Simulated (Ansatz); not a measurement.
## CdAu (Pm-3m): Grüneisen parameters

Wanted: mode Grüneisen parameters of CdAu (Pm-3m).

Main program and level: Ansatz 0.2.0; DFT PBEsol, scalar-relativistic, plane waves, PAW; PAW set soft_1.

### Step 1. Set-up

Symmetry: Pm-3m, No. 221, cubic system. Conventional cell: a = 3.317 Å, b = 3.317 Å, c = 3.317 Å, α = 90.00°, β = 90.00°, γ = 90.00°. Nearest to Cd lie 8 Au at 2.87 Å. Nearest to Au lie 8 Cd at 2.87 Å. Farther neighbours are not listed.

### Step 2. The dispersion

The cell comes from relaxations at this level that are not shown. Stability and thermal properties need the whole zone. Linear response on a 4×4×4 q mesh gives force constants as far as a supercell of that size would.

input.yaml

```yaml
crystal:
  lattice:
    - [3.3174904026, 0.0, 0.0]
    - [0.0, 3.3174904026, 0.0]
    - [0.0, 0.0, 3.3174904026]
  atoms:
    - { symbol: Cd, position: [0.5, 0.5, 0.5] }
    - { symbol: Au, position: [0.0, 0.0, 0.0] }
kpoints:
  mp_grid: { grid: [12, 12, 12] }
hamiltonian:
  xc: pbesol
  pseudopotentials: { kind: paw, azcp: { folder: soft_1 }, xc_functional: pbe }
scf:
  occupations: { method: methfessel_paxton, width: 0.2 }
output:
  eigenvalues: true
phonons:
  method: dfpt
  qmesh: [4, 4, 4]
  temperatures: { t_max: 1000, t_step: 50 }
  qpath:
    path:
      - [[0.0, 0.0, 0.0], [0.0, 0.5, 0.0], [0.5, 0.5, 0.0], [0.0, 0.0, 0.0], [0.5, 0.5, 0.5], [0.0, 0.5, 0.0]]
      - [[0.5, 0.5, 0.5], [0.5, 0.5, 0.0]]
    npoints: 10
```

Started as:

```sh
$ ansatz run input.yaml --threads 4 --pin off --max-ram 10240MiB --backend cpu --events-out ev --progress --plain --runs-dir out
```

Numbers of over 12 decimals in the logs are rounded to 6 here.

The log of the run:

```text
Engine: ansatz 0.2.0, aarch64-unknown-linux-gnu
Pseudopotentials: kind: paw
Pseudopotential: Cd, paw, valence charge 20, recommended cutoff 420 eV (normal), soft_1/Cd.paw.azcp
Pseudopotential: Au, paw, valence charge 19, recommended cutoff 420 eV (normal), soft_1/Au.paw.azcp
Functional definition: PBEsol
  exchange = pbesol_x
  correlation = pbesol_c
Crystal: 2 atoms, lattice volume = 36.511 Å³
Basis set: ecut = 420 eV, 739 PW (Γ), exchange–correlation on 48×48×48 points (8 copies of the dense FFT grid, shifted against one another)
Bands: 24, of which v1, the nominal top of the filled ones, is band 20 counted from 1 (19 counted from 0)
Symmetry: 48 space group operations
k-points: 84 of 1728
Non-local potential: Cd, projectors of the file, l = 0: 3, l = 1: 2, l = 2: 2, l = 3: 1
Non-local potential: Au, projectors of the file, l = 0: 3, l = 1: 2, l = 2: 2, l = 3: 1
PAW form: soft (Blöchl's): semilocal exchange-correlation on the pseudo side does not see the compensation charge
PAW frozen core: Cd, regenerated for the run's functional, and the local potential with it (the file was generated under x = pbe(κ = 0.804, μ = 0.219515), c = pbe(β = 0.066725))
PAW frozen core: Au, regenerated for the run's functional, and the local potential with it (the file was generated under x = pbe(κ = 0.804, μ = 0.219515), c = pbe(β = 0.066725))
PAW one-centre angular grid: Cd, 590 points (default); XC on 64 Gauss nodes
PAW one-centre angular grid: Au, 590 points (default); XC on 64 Gauss nodes
Initial density: superposition of atomic densities (chi_scale 0.1, normalization cell, long waves kept (reshape's long-wave potential 0.00 eV rms))
Initial wavefunctions: pseudopotential atomic-orbital guess
Functional: x = pbesol(κ = 0.804, μ = 0.123457), c = pbesol(β = 0.046)
SCF iter   1: F=—  HF=-21197.117228 eV  |F-HF|=—  |Δ(HF+E_count)|=         —  Δρ=1.68e-1  dr2=1.57e1  ethr=3.10e-3  ⟨swp⟩=4.8  Hψ=7456  notcnv=0
preconditioner: auto → Kerker (q_TF=auto, 2.758 Å⁻¹)  [metal: Δε(μ)=0.035 eV  Ē_g=13.068 eV  σ=0.200 eV  W_gap=0.15  n_scr=18 (ndim 8)  ℏωp=29.5 eV  f_vac=0.000  D(μ)=0.92/eV (n_scr^D=6)]
SCF iter   2: F=—  HF=-21193.618525 eV  |F-HF|=—  |Δ(HF+E_count)|=    3.50e0  S|Δr|=    0.00e0  Δρ=4.26e-2  dr2=1.22e0  ethr=3.10e-3  ⟨swp⟩=3.0  Hψ=4599  notcnv=0  defer=20
SCF iter   3: F=—  HF=-21193.357280 eV  |F-HF|=—  |Δ(HF+E_count)|=   2.61e-1  S|Δr|=    0.00e0  Δρ=1.70e-2  dr2=1.27e-1  ethr=3.10e-3  ⟨swp⟩=2.2  Hψ=3028  notcnv=0  defer=28
SCF iter   4: F=—  HF=-21193.342298 eV  |F-HF|=—  |Δ(HF+E_count)|=   1.50e-2  S|Δr|=    0.00e0  Δρ=4.35e-3  dr2=4.52e-3  ethr=3.25e-4  ⟨swp⟩=2.2  Hψ=3552  notcnv=0  defer=27
SCF iter   5: F=—  HF=-21193.341163 eV  |F-HF|=—  |Δ(HF+E_count)|=   1.14e-3  S|Δr|=    0.00e0  Δρ=1.26e-3  dr2=8.15e-4  ethr=1.16e-5  ⟨swp⟩=2.1  Hψ=3745  notcnv=0  defer=27
SCF iter   6: F=—  HF=-21193.340916 eV  |F-HF|=—  |Δ(HF+E_count)|=   2.47e-4  S|Δr|=    0.00e0  Δρ=4.79e-4  dr2=1.27e-4  ethr=2.09e-6  ⟨swp⟩=2.2  Hψ=3021  notcnv=0  defer=27
SCF iter   7: F=—  HF=-21193.340888 eV  |F-HF|=—  |Δ(HF+E_count)|=   2.84e-5  S|Δr|=    0.00e0  Δρ=7.92e-5  dr2=2.39e-6  ethr=3.26e-7  ⟨swp⟩=2.0  Hψ=2505  notcnv=0  defer=27
SCF iter   8: F=—  HF=-21193.340888 eV  |F-HF|=—  |Δ(HF+E_count)|=   2.75e-7  S|Δr|=    0.00e0  Δρ=2.24e-5  dr2=2.64e-7  ethr=6.12e-9  ⟨swp⟩=2.3  Hψ=2468  notcnv=0  defer=27
SCF iter   9: F=—  HF=-21193.340887 eV  |F-HF|=—  |Δ(HF+E_count)|=   5.31e-8  S|Δr|=    0.00e0  Δρ=2.26e-6  dr2=1.68e-9  ethr=6.78e-10  ⟨swp⟩=2.0  Hψ=2471  notcnv=0  defer=27
SCF iter  10: F=—  HF=-21193.340887 eV  |F-HF|=—  |Δ(HF+E_count)|=  2.40e-10  S|Δr|=    0.00e0  Δρ=4.17e-7  dr2=5.83e-11  ethr=4.31e-12  ⟨swp⟩=2.0  Hψ=3390  notcnv=0  defer=27
SCF iter  11: F=-21193.340887 eV  HF=-21193.340887 eV  |F-HF|=7.28e-12  |Δ(HF+E_count)|=  7.28e-12  S|Δr|=    0.00e0  Δρ=7.82e-8  dr2=2.32e-12  ethr=1.00e-12  ⟨swp⟩=6.7  Hψ=8817  notcnv=0
SCF 1 converged in 11 iterations: F = -21193.340887 eV  dr2 = 2.32e-12
  greatest PAW one-centre occupation: 1.000 electrons in one spin orbital (limit 2), on the Au atom at site 1 (counted from 0), in its partial waves of l = 0
phonons: the bands overlap, so this run is a metal and interpolates without the dipole-dipole term. If the crystal is really an insulator or semiconductor, its LO-TO splitting is missing
NSCF: frozen V_eff on 84 k-points
WARN: eigensolver did not converge (k=39): 1 band(s) unlocked after 20 sweeps at ethr=1.11e-12 eV (storage-precision floor; scheduled 1.00e-12 eV) (lowest unlocked band 23, counted from 0; max residual 2.61e-6 eV among the unlocked bands, 2.61e-6 eV over every band; other slots of this pass that fall short are told together in one closing line; warning suppressed until the next SCF loop or pass starts)
WARN: eigensolver did not converge in 3 slots of this pass, the one above among them; of largest residual over every band (k=49): 1 band(s) unlocked (lowest unlocked band 23, counted from 0; max residual 7.21e-6 eV among the unlocked bands, 7.21e-6 eV over every band); of lowest unlocked band (k=39): band 23
NSCF: frozen V_eff on 196 k-points
DFPT response loops at q = (0, 0, 0) (fractional): preconditioner auto → Kerker (q_TF=auto, 2.758 Å⁻¹) (partly filled bands, converged f_vac=0.000); β = 1.00, the filter's whole step (`scf.mixing.beta` (0.50) is not read by the response loops under this deck's `scf.mixing.preconditioner`; to damp them name `kerker` or `kerker_dos`, under which they read `scf.mixing.beta`, and type it under 1.00, their step now; both keys bind the ground state too); Broyden in place of MSR1
NSCF: frozen V_eff on 1176 k-points
DFPT response loops at q = (0, 0, 0.25) (fractional): mixed as the last ones told, above
NSCF: frozen V_eff on 686 k-points
DFPT response loops at q = (0, 0, -0.5) (fractional): mixed as the last ones told, above
NSCF: frozen V_eff on 2016 k-points
DFPT response loops at q = (0, 0.25, 0.25) (fractional): mixed as the last ones told, above
NSCF: frozen V_eff on 1176 k-points
DFPT response loops at q = (0, 0.25, -0.5) (fractional): mixed as the last ones told, above
NSCF: frozen V_eff on 686 k-points
DFPT response loops at q = (0, -0.5, -0.5) (fractional): mixed as the last ones told, above
NSCF: frozen V_eff on 1872 k-points
DFPT response loops at q = (0.25, 0.25, 0.25) (fractional): mixed as the last ones told, above
NSCF: frozen V_eff on 2016 k-points
DFPT response loops at q = (0.25, 0.25, -0.5) (fractional): mixed as the last ones told, above
NSCF: frozen V_eff on 1176 k-points
DFPT response loops at q = (0.25, -0.5, -0.5) (fractional): mixed as the last ones told, above
NSCF: frozen V_eff on 392 k-points
DFPT response loops at q = (-0.5, -0.5, -0.5) (fractional): mixed as the last ones told, above
SCF converged after 11 iterations
Stability not checked: this state was not tested for a lower state beside it, because cold or Methfessel-Paxton smearing, or corrected tetrahedra, fill the levels in a way that the test cannot read (fill_not_monotonic; see scf.lower_state_search)
Free energy (F): -21193.340887 eV
Harris-Foulkes:  -21193.340887 eV  (|F-HF|=7.28e-12)
Internal energy: -21193.340712 eV  (E = F + TS)
E sigma→0 (E₀):  -21193.340844 eV
Entropy (-TS):   -0.000175 eV (-0.088 meV/atom)
Fermi energy:    18.382197 eV
--- Per-component energies (eV) ---
  E_band       = -576.020282
  E_kinetic    = 1019.035765
  E_local      = -4468.657101  (includes V_loc(G=0)·N_el)
  E_nonlocal   = 222.833316
  E_hartree    = 2030.781064
  E_xc         = -370.754900
  E_vxc        = -458.278878  (∫ρ·V_xc dr)
  E_paw        = -13618.526611  (= ΣΔE_a)
  E_vpaw       = -952.517412  (= ΣTr[D̂ρ^β])
  E_aug_tail   = 0.001880  (compensation charges beyond the density's cutoff)
  E_ewald      = -6008.705613
  E_core_change = 0.651488  (= ΣΔE_core)
  E_smearing   = -0.000175  (= −TS)
  E_closure    = 0.000000  (closes the sum)
  Σ components = -21193.340887   (vs F -21193.340887, Δ=0.00e0)
--- Band table (eV; the first three rows and the last of 84) ---
  k-point 0: bands = [... 16 lower, 14.6845, 14.6845, 14.6845, 23.0903, 23.0903, 23.0903, 26.6009, 30.2487]
  k-point 1: bands = [... 16 lower, 14.6038, 14.6038, 14.6687, 22.1794, 23.3174, 23.3174, 27.1954, 30.1978]
  k-point 2: bands = [... 16 lower, 14.3959, 14.3959, 14.6252, 20.4944, 23.9633, 23.9633, 27.8282, 30.0543]
  k-point 83: bands = [... 16 lower, 15.1245, 15.1245, 20.2467, 20.5788, 22.2637, 22.2637, 22.2637, 23.7010]
--- Phonons (Γ-DFPT): 2 representative perturbations + reference (Σ response iterations 6) ---
  ASR residual: 1.613e-4 → 0.000e0 eV/Å²; symmetrization residual: 1.371e-5 eV/Å²
  ASR residual per site (eV/Å²): 8.19e-6 1.61e-4
  Γ frequencies (cm⁻¹): 0.00 0.00 0.00 122.65 122.65 122.65
--- Phonons (arbitrary-q DFPT): 10 irreducible q on the 4×4×4 mesh ---
  q = [0.0000, 0.0000, 0.0000] (star 1, of the zone-centre solve; hermiticity 6.93e-6, symmetrization 2.69e-11): -0.00 0.00 0.00 122.65 122.65 122.65
  q = [0.0000, 0.0000, 0.2500] (star 6, 4 solved perturbations in 1848 linear systems a pass and spin channel, the states on 588 of 1728 k-point pairs; hermiticity 7.38e-6, symmetrization 5.18e-13): 42.14 42.14 63.58 113.32 113.32 130.50
  q = [0.0000, 0.0000, -0.5000] (star 3, 4 solved perturbations in 1078 linear systems a pass and spin channel, the states on 343 of 1728 k-point pairs; hermiticity 6.03e-9, symmetrization 2.92e-9): 64.88 64.88 84.78 97.22 97.22 133.22
  q = [0.0000, 0.2500, 0.2500] (star 12, 4 solved perturbations in 3108 linear systems a pass and spin channel, the states on 1008 of 1728 k-point pairs; hermiticity 4.34e-6, symmetrization 3.49e-13): -16.26 56.47 74.13 106.67 119.90 138.38
  q = [0.0000, 0.2500, -0.5000] (star 12, 6 solved perturbations on 588 of 1728 k-point pairs; hermiticity 7.08e-6, symmetrization 2.45e-8): 38.15 39.91 67.08 97.59 133.87 145.49
  q = [0.0000, -0.5000, -0.5000] (star 3, 4 solved perturbations in 1078 linear systems a pass and spin channel, the states on 343 of 1728 k-point pairs; hermiticity 8.61e-6, symmetrization 3.25e-10): -25.41 -25.41 70.15 98.97 150.82 150.82
  q = [0.2500, 0.2500, 0.2500] (star 8, 2 solved perturbations on 936 of 1728 k-point pairs; hermiticity 4.13e-6, symmetrization 2.90e-12): 36.43 36.43 60.15 127.26 127.38 127.38
  q = [0.2500, 0.2500, -0.5000] (star 12, 4 solved perturbations in 3108 linear systems a pass and spin channel, the states on 1008 of 1728 k-point pairs; hermiticity 4.42e-6, symmetrization 1.26e-8): 34.27 39.35 67.23 109.01 133.52 142.38
  q = [0.2500, -0.5000, -0.5000] (star 6, 4 solved perturbations in 1848 linear systems a pass and spin channel, the states on 588 of 1728 k-point pairs; hermiticity 6.08e-6, symmetrization 8.45e-10): 34.16 34.16 67.45 107.75 139.18 139.18
  q = [-0.5000, -0.5000, -0.5000] (star 1, 2 solved perturbations on 196 of 1728 k-point pairs; hermiticity 3.07e-13, symmetrization 9.34e-13): 74.21 74.21 74.21 122.10 122.10 122.10
  sum rule: each row above includes the acoustic sum rule's correction from the zone centre's row sums; it moved no ω² by more than (0.47 cm⁻¹)²
  mesh force constants: q→R imaginary residual 4.27e-18; ASR residual 1.613e-4 → 0.000e0 eV/Å²; symmetrization residual 4.441e-15 eV/Å²
  interpolated dispersion: 62 rows × 6 modes
  density of states and harmonic sums: on the 20×20×20 q-mesh, interpolated from the force constants of a 4×4×4 supercell (no non-analytic term)
  largest difference from the sums on the solved wave vectors: F 5.72e-2 eV, S 6.84e-5 and C_V 1.15e-5 eV/K
  zero-point energy: 0.031724 eV/cell   skipped modes (ω ≤ 0): 68, of them read as no rigid motion or as one in doubt: 65 (1.988e-1 modes/cell left out, lowest -25.41 cm⁻¹)   left out of the sums: 3.32e-2 of the cell's modes: C_V's classical limit lies that fraction below 3 k_B per atom; for a crystal, a wire or a layer, F and S can be off by more, and a phonons.interpolated_qmesh denser along its periods is the remedy for the sampling
```

Wall time 4.6 min (4 threads of Arm Neoverse V2, shared host); peak memory 2.1 GiB; 18 min of CPU time.

This step gave:

```yaml
volume_per_atom: 18.26 Å³
gap_on_the_k_mesh: 0 eV
sum_rule_residual_before_enforcement: 1.61e-4 eV/Å²
lowest_frequency_on_the_path: -25.41 cm⁻¹
point_group: m-3m
highest_frequency_on_the_path_or_at_a_solved_wavevector: 150.8 cm⁻¹
highest_optical_mode_at_the_zone_centre_no_lo_to_term: 122.7 cm⁻¹
lowest_optical_zone_centre_mode: 122.7 cm⁻¹
lowest_mode_on_the_q_mesh_acoustic_modes_at_gamma_apart: -25.41 cm⁻¹
```

Frequencies (cm⁻¹) solved at each irreducible wavevector; negative means imaginary. Frequencies by wavevector, by row:

| q in reciprocal lattice units | star | mode 1 | mode 2 | mode 3 | mode 4 | mode 5 | mode 6 |
| --- | --- | --- | --- | --- | --- | --- | --- |
| 0 0 0 | 1 | 0 | 0 | 0 | 122.7 | 122.7 | 122.7 |
| 0 0 0.25 | 6 | 42.1 | 42.1 | 63.6 | 113.3 | 113.3 | 130.5 |
| 0 0 -0.5 | 3 | 64.9 | 64.9 | 84.8 | 97.2 | 97.2 | 133.2 |
| 0 0.25 0.25 | 12 | -16.3 | 56.5 | 74.1 | 106.7 | 119.9 | 138.4 |
| 0 0.25 -0.5 | 12 | 38.1 | 39.9 | 67.1 | 97.6 | 133.9 | 145.5 |
| 0 -0.5 -0.5 | 3 | -25.4 | -25.4 | 70.2 | 99 | 150.8 | 150.8 |
| 0.25 0.25 0.25 | 8 | 36.4 | 36.4 | 60.1 | 127.3 | 127.4 | 127.4 |
| 0.25 0.25 -0.5 | 12 | 34.3 | 39.4 | 67.2 | 109 | 133.5 | 142.4 |
| 0.25 -0.5 -0.5 | 6 | 34.2 | 34.2 | 67.5 | 107.8 | 139.2 | 139.2 |
| -0.5 -0.5 -0.5 | 1 | 74.2 | 74.2 | 74.2 | 122.1 | 122.1 | 122.1 |

Symmetry leaves 10 wavevectors to solve. The lowest mode among them, the acoustic zeros apart, lies at q = (0, -0.5, -0.5) and is imaginary, 25.4i cm⁻¹, so the energy falls along it.

### Step 3. Relaxing at another volume, volume ratio 0.97

The volume is scaled by 0.97 and held; symmetry leaves nothing to relax, so this is a single point. The modes can then be followed against volume.

input.yaml, the sections that differ from step 2:

```yaml
crystal:
  lattice:
    - [3.2839781073, 0.0, 0.0]
    - [0.0, 3.2839781073, 0.0]
    - [0.0, 0.0, 3.2839781073]
  atoms:
    - { symbol: Cd, position: [0.5, 0.5, 0.5] }
    - { symbol: Au, position: [0.0, 0.0, 0.0] }
output:
  forces: true
  stress: true
  eigenvalues: true
# kpoints, hamiltonian, scf: as in step 2
# phonons: removed
```

The log of the run:

```text
[...]
Crystal: 2 atoms, lattice volume = 35.416 Å³
Basis set: ecut = 420 eV, 739 PW (Γ), exchange–correlation on 48×48×48 points (8 copies of the dense FFT grid, shifted against one another)
Bands: 24, of which v1, the nominal top of the filled ones, is band 20 counted from 1 (19 counted from 0)
Symmetry: 48 space group operations
[...]
k-points: 84 of 1728
[...]
--- Band table (eV; the first three rows and the last of 84) ---
  k-point 0: bands = [... 16 lower, 15.3664, 15.3664, 15.3664, 23.8681, 23.8681, 23.8681, 27.7074, 31.2373]
  k-point 1: bands = [... 16 lower, 15.2793, 15.2793, 15.3487, 22.9686, 24.1054, 24.1054, 28.2902, 31.1760]
  k-point 2: bands = [... 16 lower, 15.0554, 15.0554, 15.3000, 21.2720, 24.7784, 24.7784, 28.9031, 31.0049]
  k-point 83: bands = [... 16 lower, 15.8158, 15.8158, 21.0968, 21.4367, 23.0597, 23.0597, 23.0597, 24.5732]
[key lines of the parts left out:]
SCF converged after 9 iterations
Free energy (F): -21193.328028 eV
Fermi energy:    19.126871 eV
P = ⅓ Tr σ = 3.8867 GPa (38.867 kbar)
```

The job ended after 1.5 s (4 threads; peak memory 0.36 GiB).

This step gave:

```yaml
pressure: 3.887 GPa
volume_per_atom: 17.71 Å³
```

The run ends at a pressure of 3.89 GPa.

### Step 4. Phonons at the other volume, volume ratio 0.97

The phonons are repeated at this volume on the same k and q meshes.

Edit input.yaml of step 3 so:

```diff
@@ -16,4 +16,11 @@
 output:
-  forces: true
-  stress: true
   eigenvalues: true
+phonons:
+  method: dfpt
+  qmesh: [4, 4, 4]
+  temperatures: { t_max: 1000, t_step: 50 }
+  qpath:
+    path:
+      - [[0.0, 0.0, 0.0], [0.0, 0.5, 0.0], [0.5, 0.5, 0.0], [0.0, 0.0, 0.0], [0.5, 0.5, 0.5], [0.0, 0.5, 0.0]]
+      - [[0.5, 0.5, 0.5], [0.5, 0.5, 0.0]]
+    npoints: 10
```

The log of the run:

```text
[...]
Crystal: 2 atoms, lattice volume = 35.416 Å³
Basis set: ecut = 420 eV, 739 PW (Γ), exchange–correlation on 48×48×48 points (8 copies of the dense FFT grid, shifted against one another)
Bands: 24, of which v1, the nominal top of the filled ones, is band 20 counted from 1 (19 counted from 0)
Symmetry: 48 space group operations
k-points: 84 of 1728
[...]
SCF iter   1: F=—  HF=-21197.059298 eV  |F-HF|=—  |Δ(HF+E_count)|=         —  Δρ=1.69e-1  dr2=1.53e1  ethr=3.10e-3  ⟨swp⟩=4.6  Hψ=7390  notcnv=0
[...]
SCF iter  11: F=-21193.328028 eV  HF=-21193.328028 eV  |F-HF|=0.00e0  |Δ(HF+E_count)|=    0.00e0  S|Δr|=    0.00e0  Δρ=8.39e-8  dr2=2.57e-12  ethr=1.00e-12  ⟨swp⟩=6.7  Hψ=8632  notcnv=0
SCF 1 converged in 11 iterations: F = -21193.328028 eV  dr2 = 2.57e-12
[...]
NSCF: frozen V_eff on 84 k-points
[...]
SCF converged after 11 iterations
[...]
Free energy (F): -21193.328028 eV
[...]
Internal energy: -21193.328296 eV  (E = F + TS)
E sigma→0 (E₀):  -21193.328095 eV
Entropy (-TS):   0.000268 eV (0.134 meV/atom)
Fermi energy:    19.126875 eV
[...]
--- Band table (eV; the first three rows and the last of 84) ---
  k-point 0: bands = [... 16 lower, 15.3664, 15.3664, 15.3664, 23.8681, 23.8681, 23.8681, 27.7074, 31.2373]
  k-point 1: bands = [... 16 lower, 15.2793, 15.2793, 15.3487, 22.9686, 24.1054, 24.1054, 28.2902, 31.1760]
  k-point 2: bands = [... 16 lower, 15.0554, 15.0554, 15.3000, 21.2720, 24.7784, 24.7784, 28.9031, 31.0049]
  k-point 83: bands = [... 16 lower, 15.8158, 15.8158, 21.0969, 21.4367, 23.0598, 23.0598, 23.0598, 24.5732]
[...]
ASR residual: 1.757e-4 → 0.000e0 eV/Å²; symmetrization residual: 1.390e-5 eV/Å²
  ASR residual per site (eV/Å²): 1.91e-5 1.76e-4
  Γ frequencies (cm⁻¹): 0.00 0.00 0.00 133.97 133.97 133.97
--- Phonons (arbitrary-q DFPT): 10 irreducible q on the 4×4×4 mesh ---
[...]
interpolated dispersion: 62 rows × 6 modes
[...]
```

The job ended after 4.4 min (4 threads; peak memory 2.1 GiB; 17 min of CPU time).

This step gave:

- sum-rule residual before enforcement: 1.76e-4 eV/Å²
- lowest frequency on the path: -25.61 cm⁻¹
- highest frequency on the path or at a solved wavevector: 163.3 cm⁻¹
- highest optical mode at the zone centre (no LO-TO term): 134.0 cm⁻¹
- lowest optical zone-centre mode: 134.0 cm⁻¹
- lowest mode on the q mesh (acoustic modes at Γ apart): -25.61 cm⁻¹

Frequencies (cm⁻¹) solved at each irreducible wavevector; negative means imaginary. Frequencies by wavevector, by row:

| q in reciprocal lattice units | star | mode 1 | mode 2 | mode 3 | mode 4 | mode 5 | mode 6 |
| --- | --- | --- | --- | --- | --- | --- | --- |
| 0 0 0 | 1 | 0 | 0 | 0 | 134 | 134 | 134 |
| 0 0 0.25 | 6 | 46.4 | 46.4 | 69.1 | 123.8 | 123.8 | 141.1 |
| 0 0 -0.5 | 3 | 72.1 | 72.1 | 93.1 | 106.1 | 106.1 | 143.1 |
| 0 0.25 0.25 | 12 | -16.5 | 61.9 | 81.5 | 116.5 | 129.3 | 150.2 |
| 0 0.25 -0.5 | 12 | 42.3 | 44.5 | 74.3 | 106.4 | 145.2 | 156.7 |
| 0 -0.5 -0.5 | 3 | -25.6 | -25.6 | 77.4 | 107.6 | 163.3 | 163.3 |
| 0.25 0.25 0.25 | 8 | 41.5 | 41.5 | 65.8 | 137.6 | 138.4 | 138.4 |
| 0.25 0.25 -0.5 | 12 | 39.2 | 43.5 | 74.9 | 118.2 | 144.8 | 153.7 |
| 0.25 -0.5 -0.5 | 6 | 40.3 | 40.3 | 75 | 116.7 | 150.7 | 150.7 |
| -0.5 -0.5 -0.5 | 1 | 82.9 | 82.9 | 82.9 | 131.6 | 131.6 | 131.6 |

The highest optical mode at the zone centre (no LO-TO term) is 134.0 cm⁻¹, +11.3 cm⁻¹ against the base run.

[end of part 1 of 2]

[Logs are printed without paths, hosts, clocks, repeated set-up lines and the standing remarks that a program may print on its own settings, such as how far it seeks lower states.]

[Hosts, paths, dates, database ids (printed as entryN), source tags and the programs' standing remarks are cut or masked in the printed files.]
